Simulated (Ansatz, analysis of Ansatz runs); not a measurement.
# Li-H pair in ZnO: local vibrational mode against experiment, part 2 of 2

Subject: Li-H pair in ZnO. Wanted: its local vibrational mode, in one set-up (r2SCAN, 72-site cell, r2SCAN lattice, 500 eV, k: the single point 1/4 1/4 1/4). The model is a cell of 72 host atoms with Li put on another atom's site and H put in between. The frequencies come from force constants among the defect atom and its neighbours, with the masses of the isotopes named. A meta-GGA costs about twice a GGA and mends lattice constants and part of the gap.

Ansatz 0.2.0; r2SCAN, 72-site cell, r2SCAN lattice, 500 eV, k: the single point 1/4 1/4 1/4.

So far: The starting structure; Relaxation, charge 0.

### 2. Relaxation, charge 0 (continued)

Level of this step: plane-wave PAW DFT, r2SCAN; relaxation of all atoms of a defect supercell (Ansatz).

The steps of the relaxation:

| step | energy less that of the first step (eV) | largest force component (eV/Å) |
| --- | --- | --- |
| 1 | 0.0000 | 3.5054 |
| 2 | -0.6403 | 1.6221 |
| 3 | -0.9452 | 0.3146 |
| 4 | -0.9625 | 0.0414 |
| 5 | -0.9648 | 0.0237 |
| 6 | -0.9649 | 0.0129 |
| 7 | -0.9638 | 0.0326 |
| 8 | -0.9650 | 0.0041 |

Relaxation step 7 was tried and not accepted.

The atoms that moved most (Å, from the sites as typed, ahead of the random displacement, the mean shift of all atoms taken out):

| atom | dx | dy | dz | length |
| --- | --- | --- | --- | --- |
| Li38 | -0.008 | 0.005 | -0.404 | 0.404 |
| Zn61 | 0.083 | 0.050 | 0.066 | 0.117 |
| Zn29 | -0.002 | -0.097 | 0.066 | 0.117 |
| Zn37 | -0.084 | 0.048 | 0.062 | 0.115 |
| O35 | -0.004 | 0.003 | 0.098 | 0.098 |
| O39 | 0.002 | -0.001 | -0.091 | 0.091 |
| Zn34 | 0.003 | -0.002 | 0.089 | 0.089 |
| Zn33 | -0.062 | 0.036 | -0.002 | 0.071 |

The atoms nearest to the centre after the run:

| atom | distance (Å) |
| --- | --- |
| H73 | 0.553 |
| Li38 | 1.473 |
| O39 | 1.518 |
| O28 | 2.246 |
| O60 | 2.247 |
| O36 | 2.253 |
| Zn37 | 2.837 |
| Zn29 | 2.841 |
| Zn61 | 2.843 |

Neighbours of the added atoms: H73: O39 0.97, Li38 2.03, Zn61 2.47 Å.

Numbers from this step:

```yaml
free_energy: -137114.1361 eV
```

The relaxation ends 13 meV an atom lower than the displaced start, with a largest force component of 0.0041 eV/Å.

### 3. Local vibrational modes

A local mode lives on the defect and the atoms next to it, so only the sites listed in the input are displaced, which costs far fewer SCF runs than the whole cell would.

This step: plane-wave PAW DFT, r2SCAN; finite-displacement force constants among the atoms nearest to a defect, the others at rest.

modes/input.yaml

```yaml
crystal:
  lattice:
    - [9.70585879, 0.0, 0.0]
    - [-4.8529294, 8.40552028, 0.0]
    - [0.0, 0.0, 10.42205777]
  atoms:
    - { symbol: Zn, position: [0.110619176, 0.222238573, 0.251154053] }
    - { symbol: Zn, position: [0.220782335, 0.109811259, 0.000279874] }
[... 3 atom lines left out ...]
    - { symbol: Zn, position: [0.227425851, 0.114598487, 0.498469283] }
[... 7 atom lines left out ...]
    - { symbol: Zn, position: [0.227023725, 0.445401508, 0.498414135] }
[... 13 atom lines left out ...]
    - { symbol: O, position: [0.445461645, 0.223061509, 0.438331259] }
    - { symbol: Zn, position: [0.438686182, 0.210693236, 0.755981562] }
[... 6 atom lines left out ...]
    - { symbol: O, position: [0.444678061, 0.555579195, 0.437857071] }
    - { symbol: Zn, position: [0.438903977, 0.561329241, 0.755599238] }
    - { symbol: Li, position: [0.555203933, 0.444995403, 0.417763621] }
    - { symbol: O, position: [0.55592394, 0.444375039, 0.704724358] }
[... 6 atom lines left out ...]
    - { symbol: Zn, position: [0.554836589, 0.773218046, 0.498407345] }
[... 13 atom lines left out ...]
    - { symbol: O, position: [0.777103513, 0.554698953, 0.438321601] }
    - { symbol: Zn, position: [0.789540496, 0.561536671, 0.756020034] }
[... 11 atom lines left out ...]
    - { symbol: H, position: [0.556786262, 0.443722163, 0.61211134] }
basis:
  ecutwfc: 500
  xc_grid: 2
hamiltonian:
  xc: r2scan
kpoints:
  mp_grid: { grid: [1, 1, 1], shift: [0.25, 0.25, 0.25] }
scf:
  occupations: { method: fermi_dirac, width: 0.01 }
  max_iter: 120
output: {}
checkpoint:
  read: "../relax.run"
phonons:
  supercell: [1, 1, 1]
  displaced_sites: [28, 37, 38, 60, 72]
```

Started as:

```bash
$ ansatz run input.yaml --threads 2 --pin off --max-ram 4710MiB --backend cpu --events-out ev --progress --plain --runs-dir out
```

Numbers of over 12 decimals in the logs are rounded to 6 here.

The log of the run:

```text
[...]
Warning: basis.xc_grid 2: finite-displacement phonons take 5 at the least, and a number is run as typed, so the frequencies can be off [figures from the program's tests cut]
[...]
Crystal: 73 atoms, lattice volume = 850.261 Å³
Basis set: ecut = 500 eV, 21585 PW (Γ), exchange–correlation on 144×144×160 points (8 copies of the dense FFT grid, shifted against one another)
Bands: 393, of which v1, the nominal top of the filled ones, is band 320 counted from 1 (319 counted from 0)
Symmetry: 1 space group operations
k-points: 1
[...]
Stability of the state it starts from, as read at its close in the unpolarized treatment: not read negative (Ritz values of 1 − χ₀K, real part plus size of imaginary part, from 1.0 to 1.1, by its mixing steps under no symmetry)
[...]
symmetry images taken by strict's conditions (phonons.symmetry_images: auto; settled by no image being taken that strict refuses)
  force constants formed among 5 of 73 sites (Zn 28, Li 37, O 38, Zn 60, H 72); the other 68 at rest. The modes move the named sites alone.
  the frequencies, the zero-point energy and the sums are of the block with the acoustic sum rule laid on its rows. Row sums over every site: 4.7e-1 eV/Å² at the most
  transpose residual: 2.2e-4 eV/Å²
  largest component of a force at the reference: 4.2e-3 eV/Å on a named site, 6.2e-3 eV/Å on a site at rest
  frequencies among the named sites at Γ of the cell (cm⁻¹): 125.79 162.68 213.57 225.61 226.94 235.34 320.74 375.83 387.17 390.82 510.16 520.77 676.73 678.81 3761.37
  unstable modes among the named sites: 0
  frequencies as built, with no sum rule (cm⁻¹): 127.13 164.47 217.33 227.00 228.54 235.63 322.46 376.77 387.85 392.96 505.23 516.61 676.73 678.80 3762.70
  zero-point energy: 0.546296 eV/cell   skipped modes (ω ≤ 0): 0
  not written: the harmonic force-constant file, the file of eigenvectors (these modes' are written with the force constants), the density of states and the dispersion, which are of every site
[key lines of the parts left out:]
SCF converged after 2 iterations
Free energy (F): -137114.136056 eV
Fermi energy:    8.044455 eV
```

The job ended after 39 min (2 threads of Arm Neoverse V1, shared host; peak memory 2.6 GiB).

In the SCF lines HF is the Harris–Foulkes energy and dr2 the Hartree energy of the density residual, in eV; the loop may stop once dr2 is under the threshold and the program's other checks hold. Hψ counts applications of the Hamiltonian.

Read from the output:

```yaml
free_energy: -137114.1361 eV
```

The modes with the largest weight on the probed atoms (the light atom of a pair), for the masses of each isotope. Modes of the displaced atoms (local only where they lie over the host's phonons):

| isotopes | mode (cm⁻¹) | share of the defect atoms |
| --- | --- | --- |
| H | 3762 | 0.944 |
| H | 678.9 | 0.813 |
| H | 676.8 | 0.8 |
| D | 2735 | 0.893 |
| D | 358.4 | 0.382 |
| D | 347.9 | 0.352 |

### 4. Outcome

```json
{"distance from the defect atom to its nearest neighbour": "0.965 Å", "O-H stretch, 1H": "3762 cm⁻¹", "O-D stretch, 2H": "2735 cm⁻¹", "time of the whole chain": "51 min on 2 threads"}
```

O-H stretch, 1H: computed 3762 cm⁻¹, measured 3577.3 cm⁻¹; 184 cm⁻¹ (5 %) above the measurement. O-D stretch, 2H: computed 2735 cm⁻¹, measured 2644.4 cm⁻¹; 90 cm⁻¹ (3 %) above the measurement. The computed value is harmonic, while the measured line is the anharmonic fundamental, which for X–H stretches usually lies a few per cent lower. Only the named neighbours move, so modes near the host's band are approximate.

[Logs are printed without paths, hosts, clocks, repeated set-up lines and the standing remarks that a program may print on its own settings, such as how far it seeks lower states.]

[Hosts, paths, dates, database ids (printed as entryN), source tags and the programs' standing remarks are cut or masked in the printed files.]

[For some hosts the program warned that the k-mesh of the response run may be too coarse for force constants and the static dielectric constant; such warnings are not shown here.]
